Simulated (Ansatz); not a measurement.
# Debugging a many-body input for H6PbCNCl3 (Pm)

A first try at the G0W0 gap of H6PbCNCl3 (Pm), what the program said, and an input that works.

Calculated with Ansatz 0.2.0; G0W0 on r2SCAN, plane waves, PAW.

### 1. Starting point

It takes space group Pm (No. 6, monoclinic). The conventional cell has a = 5.753 Å, b = 5.765 Å, c = 5.855 Å, α = 90.00°, β = 90.03°, γ = 90.00°. H has 1 C at 1.09 Å nearest. Nearest to H lie 1 C at 1.09 Å. Nearest to H lie 1 N at 1.04 Å. Nearest to Pb lie 6 Cl at 2.88 to 2.99 Å. Nearest to C lie 3 H at 1.09 Å and 1 N at 1.49 Å. Farther neighbours, and contacts between anions beyond the nearest, are not listed.

The cell and positions are those that the Materials Project relaxed with its own functionals (PBE, PBE+U or r2SCAN), kept fixed. The default PAW set here is soft_2. Its files were made with PBE.

### 2. First try

input.yaml reads:

```yaml
crystal:
  lattice:
    - [5.752832, 0.0, 0.0]
    - [0.0, 5.764671, 0.0]
    - [-0.002604, 0.0, 5.855201]
  atoms:
    - { symbol: H, position: [0.879476, 0.5, 0.790423] }
    - { symbol: H, position: [0.813252, 0.344072, 0.047387] }
    - { symbol: H, position: [0.813252, 0.655928, 0.047387] }
    - { symbol: H, position: [0.229661, 0.354316, 0.978538] }
    - { symbol: H, position: [0.229661, 0.645684, 0.978538] }
    - { symbol: H, position: [0.170957, 0.5, 0.216412] }
    - { symbol: Pb, position: [0.473988, 0.0, 0.483874] }
    - { symbol: C, position: [0.894268, 0.5, 0.976848] }
    - { symbol: "N", position: [0.144932, 0.5, 0.040731] }
    - { symbol: Cl, position: [0.427891, 0.0, 0.975558] }
    - { symbol: Cl, position: [0.429192, 0.5, 0.520036] }
    - { symbol: Cl, position: [0.971826, 0.0, 0.43966] }
kpoints:
  mp_grid: { grid: [2, 2, 2] }
hamiltonian:
  xc: r2scan
scf:
  occupations: { method: fixed }
gw:
  n_empty_bands: 4
  ecut_chi: 60
  qp_bands: [v1, c9]
  qp_kpoints: band_edges
  screening: { model: contour_deformation }
```

The run is started by

```console
$ ansatz run input.yaml --threads 3 --pin off --max-ram 92160MiB --backend cpu --events-out ev --progress --plain --runs-dir out
```

What it wrote:

```text
Error: invalid value for `gw.qp_bands`: [v1, c9] must end among the 29 bands that are solved (gw.n_empty_bands), of which c4 is the highest
```

It took 0.2 s on 3 threads of AMD EPYC 7R13 (Zen 3), shared host; peak memory 0.11 GiB; 0.31 s of CPU time.

Q: What is the fault?

The input was rejected at the start.

The program's message: “Error: invalid value for `gw.qp_bands`: [v1, c9] must end among the 29 bands that are solved (gw.n_empty_bands), of which c4 is the highest”

The fault: window above the summed bands. Levels can be corrected only among the bands that are solved.

### 3. A better input

G0W0 replaces the xc potential by the self-energy, built once from these orbitals. Only a window of levels is corrected, while the sums run over the empty bands that the input names.

Changes to input.yaml since step 2:

```diff
@@ -25,5 +25,5 @@
 gw:
-  n_empty_bands: 4
-  ecut_chi: 60
-  qp_bands: [v1, c9]
+  n_empty_bands: 810
+  ecut_chi: 150
+  qp_bands: [v4, c4]
   qp_kpoints: band_edges
```

The run is started by

```console
$ ansatz run input.yaml --threads 3 --pin off --max-ram 92160MiB --backend cuda --events-out ev --progress --plain --runs-dir out --devices 1 --max-vram 13GiB
```

What it wrote:

```text
GPUs: using 1 of 1 available (devices: 1).
[...]
device memory: the entry about to start is reckoned to put 3.0 GiB on a device that reports 50.1 GiB free (of which the cap on the GPU budget leaves the run 13.0 GiB)
GPU FFT provider: cuFFT
GPU libraries: cuBLAS 13.8.2, cuFFT 12.4.0, cuSOLVER 12.3.4
Crystal: 12 atoms, lattice volume = 194.177 Å³
Basis set: ecut = 500 eV, 4961 PW (Γ), exchange–correlation on 180×180×180 points (64 copies of the dense FFT grid, shifted against one another)
Bands: 37, of which v1, the nominal top of the filled ones, is band 25 counted from 1 (24 counted from 0)
Symmetry: 2 space group operations
[...]
k-points: 8
[...]
GPU buffer pool allocated for 91125 grid points (all kernels)
GPU transforms: local potential and band sums: pruned to the plane-wave sphere, on 45×45×45
[...]
0    22     -0.5092   -20.4718     2.9523   -16.3966  0.7481    -1.6638    -1.6321  root
     0    23     -0.3766   -20.4379     2.9409   -16.3754  0.7472    -1.5302    -1.4983  root
     0    24     -0.0335   -20.3737     2.9836   -16.2589  0.7438    -1.1986    -1.1647  root
     0    25     -0.0056   -20.3870     2.9791   -16.2827  0.7434    -1.1646    -1.1308  root
     0    26      6.3538    -4.0923    -3.4520    -7.9182  0.8243     6.7298     6.7276  root
     0    27      7.3255    -8.2487    -3.9184   -12.6734  0.7732     7.8365     7.8318  root
     0    28      7.5113    -8.1495    -3.9584   -12.6284  0.7707     8.0336     8.0319  root
     0    29      7.9601    -7.5743    -3.8902   -11.9707  0.7806     8.4697     8.4664  root
[...]
7    26      4.3595    -7.4594    -3.5446   -11.4479  0.8031     4.8067     4.8034  root
     7    27      4.3893    -7.3876    -3.5488   -11.3833  0.8041     4.8396     4.8362  root
     7    28      4.6241    -7.5994    -3.5408   -11.5821  0.8035     5.0693     5.0660  root
     7    29      7.7835    -4.1091    -3.6661    -8.3514  0.8198     8.3654     8.3597  root
[key lines of the parts left out:]
SCF converged after 7 iterations
Free energy (F): -15911.447651 eV
Fermi energy:    1.444790 eV
```

It took 26 s on 1 × NVIDIA H100 80GB HBM3 (shared by 6 runs) with 3 threads; peak memory 2.7 GiB; 45 s of CPU time.

In the SCF lines HF is the Harris–Foulkes energy and dr2 the Hartree energy of the density residual, in eV; the loop may stop once dr2 is under the threshold and the program's other checks hold. Hψ counts applications of the Hamiltonian.

Read from the output:

| Property | Result |
| --- | --- |
| bands summed | 835 |
| RPA ε∞ on this mesh (eigenvalues) | 3.927, 4.148, 4.530 |
| plane waves in the screening matrix | 799 |
| q-points in the mesh | 8 |
| G0W0 gap on the mesh | 4.278 eV |
| k of the valence top | -0.5, -0.5, -0.5 |
| k of the conduction bottom | -0.5, -0.5, -0.5 |
| starting gap on the mesh | 2.915 eV |
| Z at the valence top | 0.7744 |
| Z at the conduction bottom | 0.8031 |
| least direct G0W0 gap on the computed points | 4.278 eV |

The gap on the mesh goes from 2.91 eV to 4.28 eV, a correction of +1.36 eV. Between the two edge states, bare exchange in place of the xc potential would open the gap by 6.41 eV, and correlation takes back 5.04 eV.

### 4. Results

```json
{
  "first try": "refused after 0.2 s",
  "better run": "G0W0 gap on the mesh 4.28 eV (2×2×2 mesh, 810 empty bands, screening to 150 eV)"
}
```

**Reading.** The second run differs in: empty bands, screening cutoff (eV) and levels asked. Bands and cutoff are finite, so the gap stands short of the basis limit, usually by up to a few tenths of an eV; the mesh is an error of its own. The 2×2×2 mesh is coarse for this cell (its supercell is 12 Å along the shortest edge). The RPA ε∞ on it, from the r2SCAN start, is 3.93, 4.15 and 4.53; such meshes misread the long-range screening, most where the gap is narrow. Where an edge is built on 6p states of lead, bismuth or thallium, scalar-relativistic gaps usually stand too wide, by a few tenths to over one eV. The many-body steps are scalar-relativistic: spin-orbit coupling is not in them.

[Long decimals in the printed logs are rounded to 6 places.]

[Logs are printed without paths, hosts, clocks, repeated set-up lines and the standing remarks that a program may print on its own settings, such as how far it seeks lower states.]

[Paths, hosts, dates, memory and timing lines, banners, echoed tables and standing remarks are left out of the program output; an Ansatz launch command may be rebuilt from the run's recorded settings. Measured values are a selection of at most five: reports struck by readers or far from the other reports are left out. None is set beside runs whose start may be inverted or whose files or cutoffs have a known fault.]

[Runs of the session that timed out or met a known fault of the program may be left out.]

[Cells called generated may have been cut or substituted from an entry of the Crystallography Open Database or the Materials Project.]

[Hosts, paths, dates, database ids (printed as entryN), source tags and the programs' standing remarks are cut or masked in the printed files.]

[Where the starting crystal was built by hand or by swapping elements, it need not be the compound's stable phase.]
